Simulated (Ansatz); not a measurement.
# Ca2Si (model cell, started as cuprite): a soft mode frozen in, part 2 of 2

Which phase does Ca2Si (model cell, started as cuprite) fall into along its unstable mode, and how much energy does it gain?

Ansatz 0.2.0; DFT PBEsol, scalar-relativistic, plane waves, PAW.

So far. Step 4 (The mode frozen in, largest atomic shift 0.6 Å): The run ends at a pressure of -2.52 GPa, with forces up to 1.6 eV/Å. Step 5 (Energy along the mode, all amplitudes (two of the runs …): The lowest of the steps tried is the last one, at 0.6 Å, 120 meV/atom below the parent; the bottom of the well need not coincide with a step.

The structure was built from a prototype and need not be the compound's stable phase.

### Step 6. Relaxation from the frozen mode

Starting from the lowest point found, all atoms and the cell are let go, so that strain and other modes of the same symmetry can join in.

File input.yaml:

```yaml
crystal:
  lattice:
    - [6.3617785281, 0.0, 0.0]
    - [0.0, 6.3617785281, 0.0]
    - [0.0, 0.0, 6.3617785281]
  atoms:
    - { symbol: Si, position: [-0.0544517795, -0.0544517795, 0.0544517795] }
    - { symbol: Si, position: [0.4455482205, 0.4455482205, 0.5544517795] }
    - { symbol: Ca, position: [0.2690787742, 0.2690787742, 0.1691167894] }
    - { symbol: Ca, position: [0.7072743378, 0.7072743378, 0.2927256622] }
    - { symbol: Ca, position: [0.8308832106, 0.2690787742, 0.7309212258] }
    - { symbol: Ca, position: [0.2690787742, 0.8308832106, 0.7309212258] }
kpoints:
  mp_grid: { grid: [6, 6, 6] }
hamiltonian:
  xc: pbesol
scf:
  occupations: { method: methfessel_paxton, width: 0.15 }
output:
  forces: true
  stress: true
  eigenvalues: true
relax:
  adjacent_minimum: "off"
  f_tol: 0.002
  max_steps: 120
  cell: { stress_tol: 0.03 }
```

The run is started by

```console
> ansatz run input.yaml --threads 8 --pin off --max-ram 14336MiB --backend cpu --events-out ev --progress --plain --runs-dir out
```

Numbers of over 12 decimals in the logs are rounded to 6 here.

Log:

```text
[...]
Crystal: 6 atoms, lattice volume = 257.475 Å³
Basis set: ecut = 420 eV, 5041 PW (Γ), exchange–correlation on 90×90×90 points (8 copies of the dense FFT grid, shifted against one another)
Bands: 30, of which v1, the nominal top of the filled ones, is band 24 counted from 1 (23 counted from 0)
Symmetry: 6 space group operations
[...]
k-points: 32 of 216 (time reversal used)
[...]
SCF iter   1: F=—  HF=-8416.886779 eV  |F-HF|=—  |Δ(HF+E_count)|=         —  Δρ=2.58e-3  dr2=3.52e-2  ethr=1.77e-3  ⟨swp⟩=9.2  Hψ=4918  notcnv=0
[...]
SCF iter   7: F=-8416.884184 eV  HF=-8416.884184 eV  |F-HF|=1.86e-9  |Δ(HF+E_count)|=   1.81e-7  S|Δr|=    0.00e0  Δρ=3.68e-6  dr2=7.10e-8  ethr=2.08e-10  ⟨swp⟩=11.8  Hψ=4947  notcnv=0
SCF 1 converged in 7 iterations: F = -8416.884184 eV  dr2 = 7.10e-8
[...]
relax step   1: F+E_penalty+E_count = -8416.88418394 eV  Δ(F+E_penalty+E_count) = +0.000e0 eV  max|allowed force component| = 9.095e-1 eV/Å  Δτ_max = 0.0000 Å  P = -2.518 GPa  Ω = 257.475 Å³  (7 SCF iters, dr2 threshold 1.00e-7 eV, accepted)
Crystal: 6 atoms, lattice volume = 240.473 Å³
Basis set: ecut = 420 eV, 4697 PW (Γ), exchange–correlation on 90×90×90 points (8 copies of the dense FFT grid, shifted against one another)
[...]
iter 1 solved again at ethr=3.85e-4 eV; its pass at ethr=3.10e-3 eV (dr2=1.85e-1 eV) is discarded
[...]
SCF iter   7: F=-8417.495248 eV  HF=-8417.495248 eV  |F-HF|=3.11e-8  |Δ(HF+E_count)|=   3.57e-7  S|Δr|=    0.00e0  Δρ=6.39e-6  dr2=2.26e-7  ethr=1.25e-9  ⟨swp⟩=10.1  Hψ=5027  notcnv=0
SCF 2 converged in 7 iterations: F = -8417.495248 eV  dr2 = 2.26e-7
relax step   2: F+E_penalty+E_count = -8417.49524765 eV  Δ(F+E_penalty+E_count) = -6.111e-1 eV  max|allowed force component| = 5.271e-1 eV/Å  Δτ_max = 0.1949 Å  P = -2.308 GPa  Ω = 240.473 Å³  energy of the carried Pulay correction = +4.836e-4 eV  (7 SCF iters, dr2 threshold 6.00e-7 eV, accepted)
Crystal: 6 atoms, lattice volume = 224.509 Å³
Basis set: ecut = 420 eV, 4385 PW (Γ), exchange–correlation on 90×90×90 points (8 copies of the dense FFT grid, shifted against one another)
[...]
SCF iter   7: F=-8417.942009 eV  HF=-8417.942009 eV  |F-HF|=2.49e-9  |Δ(HF+E_count)|=   5.64e-8  S|Δr|=    0.00e0  Δρ=3.11e-6  dr2=3.89e-8  ethr=1.25e-9  ⟨swp⟩=8.3  Hψ=4726  notcnv=0
SCF 3 converged in 7 iterations: F = -8417.942009 eV  dr2 = 3.89e-8
relax step   3: F+E_penalty+E_count = -8417.94200899 eV  Δ(F+E_penalty+E_count) = -4.468e-1 eV  max|allowed force component| = 4.761e-1 eV/Å  Δτ_max = 0.1912 Å  P = -1.870 GPa  Ω = 224.509 Å³  energy of the carried Pulay correction = +9.688e-4 eV  (7 SCF iters, dr2 threshold 6.00e-7 eV, accepted)
[... from here on, the SCF cycles and remarks between the steps are left out ...]
relax step   4: F+E_penalty+E_count = -8418.27546550 eV  Δ(F+E_penalty+E_count) = -3.335e-1 eV  max|allowed force component| = 2.702e-1 eV/Å  Δτ_max = 0.1972 Å  P = -1.458 GPa  Ω = 211.478 Å³  energy of the carried Pulay correction = +1.389e-3 eV  (7 SCF iters, dr2 threshold 6.00e-7 eV, accepted)
relax step   5: F+E_penalty+E_count = -8418.43002098 eV  Δ(F+E_penalty+E_count) = -1.546e-1 eV  max|allowed force component| = 3.519e-1 eV/Å  Δτ_max = 0.1961 Å  P = +0.016 GPa  Ω = 193.332 Å³  energy of the carried Pulay correction = +2.016e-3 eV  (7 SCF iters, dr2 threshold 6.00e-7 eV, accepted)
relax step   6: F+E_penalty+E_count = -8418.52850925 eV  Δ(F+E_penalty+E_count) = -9.849e-2 eV  max|allowed force component| = 1.958e-1 eV/Å  Δτ_max = 0.0946 Å  P = -0.302 GPa  Ω = 187.469 Å³  energy of the carried Pulay correction = +2.229e-3 eV  (6 SCF iters, dr2 threshold 6.00e-7 eV, accepted)
relax step   7: F+E_penalty+E_count = -8418.50831391 eV  Δ(F+E_penalty+E_count) = +2.020e-2 eV  max|allowed force component| = 5.083e-1 eV/Å  Δτ_max = 0.1951 Å  P = +0.560 GPa  Ω = 181.453 Å³  energy of the carried Pulay correction = +2.454e-3 eV  (6 SCF iters, dr2 threshold 6.00e-7 eV, rejected (line search))
relax step   8: F+E_penalty+E_count = -8418.56583542 eV  Δ(F+E_penalty+E_count) = -3.733e-2 eV  max|allowed force component| = 5.793e-2 eV/Å  Δτ_max = 0.0975 Å  P = -0.007 GPa  Ω = 184.750 Å³  energy of the carried Pulay correction = +2.330e-3 eV  (10 SCF iters, accepted)
relax step   9: F+E_penalty+E_count = -8418.58136790 eV  Δ(F+E_penalty+E_count) = -1.553e-2 eV  max|allowed force component| = 1.313e-2 eV/Å  Δτ_max = 0.0973 Å  P = +0.199 GPa  Ω = 182.273 Å³  energy of the carried Pulay correction = +2.423e-3 eV  (6 SCF iters, dr2 threshold 2.10e-7 eV, accepted)
relax step  10: F+E_penalty+E_count = -8418.58355244 eV  Δ(F+E_penalty+E_count) = -2.185e-3 eV  max|allowed force component| = 3.498e-2 eV/Å  Δτ_max = 0.0534 Å  P = -0.108 GPa  Ω = 182.483 Å³  energy of the carried Pulay correction = +2.415e-3 eV  (5 SCF iters, dr2 threshold 4.53e-7 eV, accepted)
relax step  11: F+E_penalty+E_count = -8418.58440102 eV  Δ(F+E_penalty+E_count) = -8.486e-4 eV  max|allowed force component| = 4.399e-3 eV/Å  Δτ_max = 0.0113 Å  P = -0.001 GPa  Ω = 182.366 Å³  energy of the carried Pulay correction = +2.420e-3 eV  (5 SCF iters, dr2 threshold 8.23e-8 eV, accepted)
relax step  12: F+E_penalty+E_count = -8418.58442186 eV  Δ(F+E_penalty+E_count) = -2.085e-5 eV  max|allowed force component| = 2.358e-4 eV/Å  Δτ_max = 0.0017 Å  P = +0.003 GPa  Ω = 182.388 Å³  energy of the carried Pulay correction = +2.419e-3 eV  (6 SCF iters, dr2 threshold 1.21e-9 eV, accepted)
Basis set: ecut = 420 eV, 3571 PW (Γ), exchange–correlation on 80×80×80 points (8 copies of the dense FFT grid, shifted against one another)
[...]
SCF iter   1: F=—  HF=-8418.583826 eV  |F-HF|=—  |Δ(HF+E_count)|=         —  Δρ=4.75e-5  dr2=3.85e-7  ethr=1.01e-6  ⟨swp⟩=3.3  Hψ=7106  notcnv=0
eigensolver tolerance schedule: the retry pair's looser diagonalisation over-reported the residual by 1253.52 of it (diagonalisation noise at 0.69 of the residual, at the tolerance the schedule requests for it); recorded, not acted on — ethr = c·dr2/N_el stays at c = 1.0e-1
SCF iter   2: F=—  HF=-8418.583823 eV  |F-HF|=—  |Δ(HF+E_count)|=   2.90e-6  S|Δr|=    0.00e0  Δρ=2.45e-5  dr2=9.72e-8  ethr=8.02e-10  ⟨swp⟩=2.1  Hψ=1716  notcnv=0
[...]
SCF iter   5: F=-8418.583824 eV  HF=-8418.583824 eV  |F-HF|=0.00e0  |Δ(HF+E_count)|=  2.36e-11  S|Δr|=    0.00e0  Δρ=4.88e-8  dr2=6.01e-12  ethr=1.00e-12  ⟨swp⟩=6.3  Hψ=4316  notcnv=0
SCF 13 converged in 5 iterations: F = -8418.583824 eV  dr2 = 6.01e-12
relax step  13: F+E_penalty+E_count = -8418.58382409 eV  Δ(F+E_penalty+E_count) = +5.978e-4 eV  max|allowed force component| = 2.376e-4 eV/Å  Δτ_max = 0.0000 Å  P = -0.002 GPa  Ω = 182.388 Å³  stress off target by 4.34e-3 GPa  SCF on the basis re-selected at this cell (its energy is not comparable with the rows above)  (5 SCF iters)
basis re-selected at this cell: Δ(F+E_penalty+E_count) = +5.978e-4 eV, ΔP = -0.004 GPa vs the last step (what re-selecting the basis moved, of the pressure what is left beyond the Pulay correction that the steps carried, after the strain that the cell walked since its last selection, with what the two solves' SCF thresholds leave and, on support functions, any second-order correction that the steps lacked; it is no measure of the basis error at this ecutwfc). The dense FFT grid was sized anew with the basis: this SCF ran on 40×40×40 points, the steps before it on 45×45×45, so part of this shift can come from that change (see relax.cell in the input reference). [rest of the remark cut]
SCF converged after 5 iterations
[...]
Free energy (F): -8418.583824 eV
[...]
Internal energy: -8418.589657 eV  (E = F + TS)
E sigma→0 (E₀):  -8418.585282 eV
Entropy (-TS):   0.005833 eV (0.972 meV/atom)
Fermi energy:    5.641781 eV
[...]
--- Forces (eV/Å), atoms counted from 1 ---
  atom   1  Si    -0.00004534    -0.00004534     0.00004534
  atom   2  Si    -0.00019856    -0.00019856     0.00019856
  atom   3  Ca    -0.00003239    -0.00003239    -0.00023758
  atom   4  Ca     0.00007107     0.00007107    -0.00007107
  atom   5  Ca     0.00023758    -0.00003239     0.00003239
  atom   6  Ca    -0.00003239     0.00023758     0.00003239
  max |Σ_I F_I| component: 3.77e-8 eV/Å
--- Stress (GPa, compression-positive) ---
       -0.001750      -0.001296       0.001296
       -0.001296      -0.001750       0.001296
        0.001296       0.001296      -0.001750
  P = ⅓ Tr σ = -0.0018 GPa (-0.018 kbar)
--- Band table (eV; the first three rows and the last of 32) ---
  k-point 0: bands = [... 20 lower, 4.2996, 4.9411, 5.3124, 5.3124, 5.5441, 6.6258, 6.6258, 7.2318, ... 2 higher]
  k-point 1: bands = [... 20 lower, 4.4236, 4.7981, 5.1022, 5.2828, 6.0207, 6.5691, 6.7639, 7.2605, ... 2 higher]
  k-point 2: bands = [... 20 lower, 4.5314, 4.6063, 4.9886, 5.1912, 6.4877, 6.5491, 6.8897, 7.1612, ... 2 higher]
  k-point 31: bands = [... 20 lower, 3.6829, 4.3080, 4.6552, 4.6552, 5.9798, 7.2632, 7.2632, 7.3124, ... 2 higher]
--- Relaxed structure (12 steps of the walk, 11 accepted, 1 SCFs on fresh bases) ---
  F+E_penalty+E_count = -8418.58382409 eV   max|allowed force component| = 2.376e-4 eV/Å   (the final SCF, on the basis selected at the relaxed cell)
  cell:  # Å, volume = 182.3884 Å³
    - [5.694865, 0.375624, -0.375624]
    - [0.375624, 5.694865, -0.375624]
    - [-0.375624, -0.375624, 5.694865]
  atoms:
    - { symbol: Si, position: [-0.045635, -0.045635, 0.045635] }
    - { symbol: Si, position: [0.351592, 0.351592, 0.648408] }
    - { symbol: Ca, position: [0.302541, 0.302541, 0.152101] }
    - { symbol: Ca, position: [0.708472, 0.708472, 0.291528] }
    - { symbol: Ca, position: [0.847899, 0.302541, 0.697459] }
    - { symbol: Ca, position: [0.302541, 0.847899, 0.697459] }
```

Wall time 39 s (8 threads of Arm Neoverse V2, shared host); peak memory 0.85 GiB; 4.8 min of CPU time.

The steps of the relaxation:

```tsv
step	energy less that of the first step (eV)	largest force component (eV/Å)	pressure (GPa)	volume (Å³)
1	0.0000	0.9095	-2.52	257.48
2	-0.6111	0.5271	-2.31	240.47
3	-1.0578	0.4761	-1.87	224.51
4	-1.3913	0.2702	-1.46	211.48
5	-1.5458	0.3519	0.02	193.33
6	-1.6443	0.1958	-0.30	187.47
7	-1.6241	0.5083	0.56	181.45
8	-1.6817	0.0579	-0.01	184.75
9	-1.6972	0.0131	0.20	182.27
10	-1.6994	0.0350	-0.11	182.48
11	-1.7002	0.0044	0.00	182.37
12	-1.7002	0.0002	0.00	182.39
13*	-1.6996	0.0002	0.00	182.39
```

Relaxation steps marked * repeat the geometry before them on a plane-wave basis chosen anew for their cell, so energy and pressure can jump there. Relaxation step 7 was tried and not accepted.

The run keeps the 6 symmetry operations that it works with, so distortions that break them were not tested.

```tsv
cell as run	before	after	change
a (Å)	6.362	5.720	-10.1 %
b (Å)	6.362	5.720	-10.1 %
c (Å)	6.362	5.720	-10.1 %
α (°)	90.00	97.76	+8.6 %
β (°)	90.00	97.76	+8.6 %
γ (°)	90.00	82.24	-8.6 %
volume (Å³/atom)	42.91	30.40	-29.2 %
```

The atoms that moved most (Å, as changes of fractional coordinates times the final cell):

```tsv
atom	dx	dy	dz	length
Si2	-0.606	-0.606	0.606	1.049
Ca3	0.210	0.210	-0.122	0.320
Ca5	0.122	0.210	-0.210	0.320
Ca6	0.210	0.122	-0.210	0.320
Si1	0.057	0.057	-0.057	0.098
Ca4	0.008	0.008	-0.008	0.013
```

Final coordinates:

```xyz
6
Lattice="5.6949 0.3756 -0.3756 0.3756 5.6949 -0.3756 -0.3756 -0.3756 5.6949" Properties=species:S:1:pos:R:3 pbc="T T T"
Si   -0.2942   -0.2942    0.2942
Si    1.8908    1.8908    3.4285
Ca    1.7794    1.7794    0.6389
Ca    4.1913    4.1913    1.1280
Ca    4.6803    1.7794    3.5398
Ca    1.7794    4.6803    3.5398
```

Numbers from this step:

```yaml
pressure: -0.001750 GPa
volume_per_atom: 30.40 Å³
```

The distorted start has space group R3m; the relaxation ends in R3m.

### Step 7. The new phase in its own primitive cell

The relaxed structure is symmetrised, reduced to its primitive cell and relaxed tightly, as its phonons need.

input.yaml, the sections that differ from step 6:

```yaml
crystal:
  lattice:
    - [3.7612716884, 2.1715712218, 3.7216651137]
    - [-3.7612716884, 2.1715712218, 3.7216651137]
    - [0.0, -4.3431424436, 3.7216651137]
  atoms:
    - { symbol: Si, position: [0.9543645435, 0.9543645435, 0.9543645435] }
    - { symbol: Si, position: [0.3515924483, 0.3515924483, 0.3515924483] }
    - { symbol: Ca, position: [0.3025413777, 0.8478994067, 0.3025413777] }
    - { symbol: Ca, position: [0.7084723839, 0.7084723839, 0.7084723839] }
    - { symbol: Ca, position: [0.8478994067, 0.3025413777, 0.3025413777] }
    - { symbol: Ca, position: [0.3025413777, 0.3025413777, 0.8478994067] }
relax:
  adjacent_minimum: "off"
  f_tol: 0.001
  max_steps: 60
  cell: { stress_tol: 0.01 }
# kpoints, hamiltonian, scf, output: as in step 6
```

Log:

```text
[...]
Crystal: 6 atoms, lattice volume = 182.388 Å³
Basis set: ecut = 420 eV, 3571 PW (Γ), exchange–correlation on 80×80×80 points (8 copies of the dense FFT grid, shifted against one another)
Bands: 30, of which v1, the nominal top of the filled ones, is band 24 counted from 1 (23 counted from 0)
Symmetry: 6 space group operations
[...]
k-points: 32 of 216 (time reversal used)
[...]
- [-3.761272, 2.171571, 3.7216651137]
    - [0.0, -4.343142, 3.7216651137]
  atoms:
    - { symbol: Si, position: [0.9543645435, 0.9543645435, 0.9543645435] }
    - { symbol: Si, position: [0.3515924483, 0.3515924483, 0.3515924483] }
    - { symbol: Ca, position: [0.302541, 0.847899, 0.302541] }
    - { symbol: Ca, position: [0.708472, 0.708472, 0.708472] }
    - { symbol: Ca, position: [0.847899, 0.302541, 0.302541] }
    - { symbol: Ca, position: [0.302541, 0.302541, 0.847899] }
[key lines of the parts left out:]
SCF converged after 6 iterations
Free energy (F): -8418.583824 eV
Fermi energy:    5.641781 eV
P = ⅓ Tr σ = -0.0018 GPa (-0.018 kbar)
```

The job ended after 5.1 s (8 threads; peak memory 0.64 GiB; 37 s of CPU time).

Little changed from the start: no atom moved by 0.005 Å and no cell edge by 0.1 %.

The largest force component left is 0.34 meV/Å and the pressure is -0.002 GPa, within the tolerances set. The cell now holds 30.40 Å³/atom.

### Step 8. Modes of the new phase

A relaxed structure may still be a saddle point, so its zone-centre modes are computed. No field response is asked, since the mesh shows no gap.

input.yaml: that of step 7 with these lines changed.

```diff
@@ -19,9 +19,4 @@
 output:
-  forces: true
-  stress: true
   eigenvalues: true
-relax:
-  adjacent_minimum: "off"
-  f_tol: 0.001
-  max_steps: 60
-  cell: { stress_tol: 0.01 }
+phonons:
+  method: dfpt
```

Log:

```text
[...]
Crystal: 6 atoms, lattice volume = 182.388 Å³
Basis set: ecut = 420 eV, 3571 PW (Γ), exchange–correlation on 80×80×80 points (8 copies of the dense FFT grid, shifted against one another)
Bands: 30, of which v1, the nominal top of the filled ones, is band 24 counted from 1 (23 counted from 0)
Symmetry: 6 space group operations
k-points: 112 of 216 (irreducible under 1 space group operation, time reversal used)
[...]
SCF iter   1: F=—  HF=-8418.589904 eV  |F-HF|=—  |Δ(HF+E_count)|=         —  Δρ=3.42e-3  dr2=3.85e-2  ethr=1.77e-3  ⟨swp⟩=7.8  Hψ=16121  notcnv=0
[...]
SCF iter  10: F=-8418.583824 eV  HF=-8418.583824 eV  |F-HF|=0.00e0  |Δ(HF+E_count)|=  1.09e-11  S|Δr|=    0.00e0  Δρ=4.74e-8  dr2=5.14e-12  ethr=1.00e-12  ⟨swp⟩=11.4  Hψ=17837  notcnv=0
SCF 1 converged in 10 iterations: F = -8418.583824 eV  dr2 = 5.14e-12
[...]
SCF converged after 10 iterations
[...]
Free energy (F): -8418.583824 eV
[...]
Internal energy: -8418.589657 eV  (E = F + TS)
E sigma→0 (E₀):  -8418.585282 eV
Entropy (-TS):   0.005833 eV (0.972 meV/atom)
Fermi energy:    5.641781 eV
[...]
--- Band table (eV; the first three rows and the last of 112) ---
  k-point 0: bands = [... 20 lower, 4.2996, 4.9411, 5.3124, 5.3124, 5.5441, 6.6258, 6.6258, 7.2318, ... 2 higher]
  k-point 1: bands = [... 20 lower, 4.4236, 4.7981, 5.1022, 5.2828, 6.0207, 6.5691, 6.7639, 7.2605, ... 2 higher]
  k-point 2: bands = [... 20 lower, 4.5314, 4.6063, 4.9886, 5.1912, 6.4876, 6.5491, 6.8897, 7.1612, ... 2 higher]
  k-point 111: bands = [... 20 lower, 3.6829, 4.3080, 4.6552, 4.6552, 5.9798, 7.2632, 7.2632, 7.3124, ... 2 higher]
[...]
k mesh reduced under 1 symmetry operation, with k and −k counted as one. Each operation leaves every solved perturbation unchanged. A smaller set is not used because it would not reduce the number of displacements times k-points to solve
  ASR residual: 4.764e-5 → 0.000e0 eV/Å²; symmetrization residual: 6.702e-6 eV/Å²
  ASR residual per site (eV/Å²): 2.32e-5 1.93e-5 2.11e-5 4.76e-5 2.11e-5 2.32e-5
[...]
```

It took 75 s on 8 threads; peak memory 2.3 GiB.

Numbers from this step:

```yaml
sum_rule_residual_before_enforcement: 4.76e-5 eV/Å²
point_group: 3m
highest_optical_mode_at_the_zone_centre_no_lo_to_term: 320.0 cm⁻¹
lowest_optical_zone_centre_mode: -67.77 cm⁻¹
```

Patterns of degenerate modes are one choice out of their space. The modes at Γ (shares of kinetic energy by element, %) (negative means imaginary):

```tsv
mode	frequency (cm⁻¹)	symmetry	Si %	Ca %
1	-67.8	E	50	50
2	-67.8	E	50	50
3	0.0	acoustic	26	74
4	0.0	acoustic	26	74
5	0.0	acoustic	26	74
6	35.4	A2	0	100
7	53.3	E	31	69
8	53.3	E	31	69
9	129.9	A1	37	63
10	130.7	E	9	91
11	130.7	E	9	91
12	197.9	E	28	72
13	197.9	E	28	72
14	229.1	A1	12	88
15	286.9	E	56	44
16	286.9	E	56	44
17	304.7	A1	54	46
18	320.0	A1	70	30
```

Displacements in mode 1 (-67.8 cm⁻¹), the largest set to 1:
```
Si1  1.00  0.76  0.00
Si2  0.30  0.22  0.00
Ca3 -0.12 -0.43  0.03
Ca4 -0.69 -0.52  0.00
Ca5  0.27  0.09 -0.07
Ca6 -0.38  0.17  0.04
```

Displacements in mode 13 (197.9 cm⁻¹), the largest set to 1:
```
Si1  1.00 -0.12  0.00
Si2 -0.35  0.04  0.00
Ca3 -0.52  0.39 -0.79
Ca4  0.30 -0.04  0.00
Ca5 -0.43 -0.38  0.69
Ca6  0.19  0.09  0.10
```

Before it was imposed, the acoustic sum rule was missed by 4.8e-5 eV/Å². Small misses are needed for a sound result but don't prove that mesh and cutoff are converged. The lowest optical mode is imaginary, 67.8i cm⁻¹, so the energy falls along it.

### Step 9. Results

* unstable mode of the parent: q = (0, 0, 0), 126i cm⁻¹
* depth at the lowest point sampled: 120 meV/atom
* largest atomic shift at that point: 0.6 Å
* space group reached (within 0.01 Å): R3m
* energy gained over the parent (first relaxation, on the mesh of the frozen mode): 403 meV/atom
* volume per atom, phase reached: 30.4 Å³
* lowest optical zone-centre mode, phase reached: -67.8 cm⁻¹
* highest optical mode at the zone centre (no LO-TO term), phase reached: 320 cm⁻¹

Along this mode the structure falls into R3m, 403 meV/atom below the parent. At the parent's cell the well is 120.1 meV/atom deep on the steps tried, with its lowest point at a shift of 0.6 Å. That is the last step tried, so the steps alone don't bracket the bottom of the well. Relaxing atoms and cell changes the gain by +283.31 meV/atom against the lowest step (energies at zero smearing). Most of the total comes from this relaxation. The new phase still has an imaginary mode at the zone centre of its cell, so it is a saddle point on the way to a lower structure. Of the 3 patterns followed to their end from this parent, this one ends 274 meV/atom above the lowest, P4/nmm. Each path keeps the symmetry of its pattern, so a lower phase may lie along a pattern not tried. With no gap, or one that is small against the smearing, the frequencies hang on the k mesh and the smearing, most of all near Kohn anomalies. The starting cell was built on a prototype and not taken from a measurement, so the phase need not exist.

[Logs are printed without paths, hosts, clocks, repeated set-up lines and the standing remarks that a program may print on its own settings, such as how far it seeks lower states.]

[Hosts, paths, dates, database ids (printed as entryN), source tags and the programs' standing remarks are cut or masked in the printed files.]
